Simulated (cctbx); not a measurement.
## Reading a Patterson map

Space group Fm-3m (no. 225), a = 11.3990 Å, b = 11.3990 Å, c = 11.3990 Å, α = 90.00°, β = 90.00°, γ = 90.00°, content Hg4 I24 Co4 Na8.

Simulated single-crystal data (cctbx): Ag Kα, λ = 0.56087 Å, to d = 0.84 Å, 70 % of the full sphere, strongest reflection 5000 counts, noise from counting, a 3 % proportional error and a noise floor of 8 counts (s.d.); no absorption.

Patterson synthesis, origin scaled to 1000:

```text
Patterson group F m -3 m
      u       v       w   height  length (A)
  0.000   0.000   0.000   1000.0     0.00
  0.000   0.000   0.284    370.3     3.23
  0.000   0.217   0.217    218.5     3.49
  0.000   0.000   0.500    163.2     5.70
  0.250   0.250   0.250     51.5     4.94
  0.029   0.029   0.099     10.2     1.22
  0.000   0.103   0.253      1.3     3.11
  0.000   0.179   0.321      0.2     4.19
  0.077   0.077   0.423     -2.2     4.98
  0.062   0.062   0.317     -4.5     3.75
  0.148   0.148   0.148     -4.8     2.93
  0.078   0.078   0.143     -4.9     2.06
  0.081   0.141   0.359     -6.2     4.49
  0.062   0.138   0.194     -6.5     2.80
```

Q: Assign the vectors.

A peak at u stands for all pairs with xi − xj = u, with weight Σ ZiZj against Σ Z² = 96900 at the origin. Peak heights follow these weights only roughly, since form factors, motion and series ripples differ, all vectors within 0.55 Å of a peak are counted as merged into it though the farther ones add only part of their weight, and F(000) is left out, which lowers the whole map:

| u | v | w | shortest length (Å) | height | 1000 ΣZiZj/ΣZ² | pairs in the cell |
| --- | --- | --- | --- | --- | --- | --- |
| 0.000 | 0.000 | 0.284 | 3.24 | 370 | 350 | 8 × Hg–I |
| 0.000 | 0.217 | 0.217 | 3.50 | 218 | 232 | 8 × I–I |
| 0.000 | 0.000 | 0.500 | 5.70 | 163 | 188 | 8 × Hg–Co, 8 × Na–Na |
| 0.250 | 0.250 | 0.250 | 4.94 | 52 | 97 | 8 × Hg–Na, 8 × Co–Na |

The table stops at ten peaks or at a height of 45, below which ripples compete. In the model behind the data Hg, the heaviest element, has 1 independent site: (1/2, 0, 0), up to an allowed shift of origin. No listed peak is a Hg–Hg vector, so the position follows from the cell content and the cross vectors. The whole model:

| atom | mult. | x | y | z | Ueq (Å²) |
| --- | --- | --- | --- | --- | --- |
| Hg1 | 4 | 1/2 | 0 | 0 | 0.0195 |
| I1 | 24 | 0.2139 | 0 | 0 | 0.0215 |
| Co1 | 4 | 0 | 0 | 0 | 0.0303 |
| Na1 | 8 | 1/4 | 1/4 | 3/4 | 0.0420 |

This is a model crystal, built by substitution and not relaxed, with assumed displacement parameters.

[Logs are printed without paths, hosts, clocks, repeated set-up lines and the standing remarks that a program may print on its own settings, such as how far it seeks lower states.]
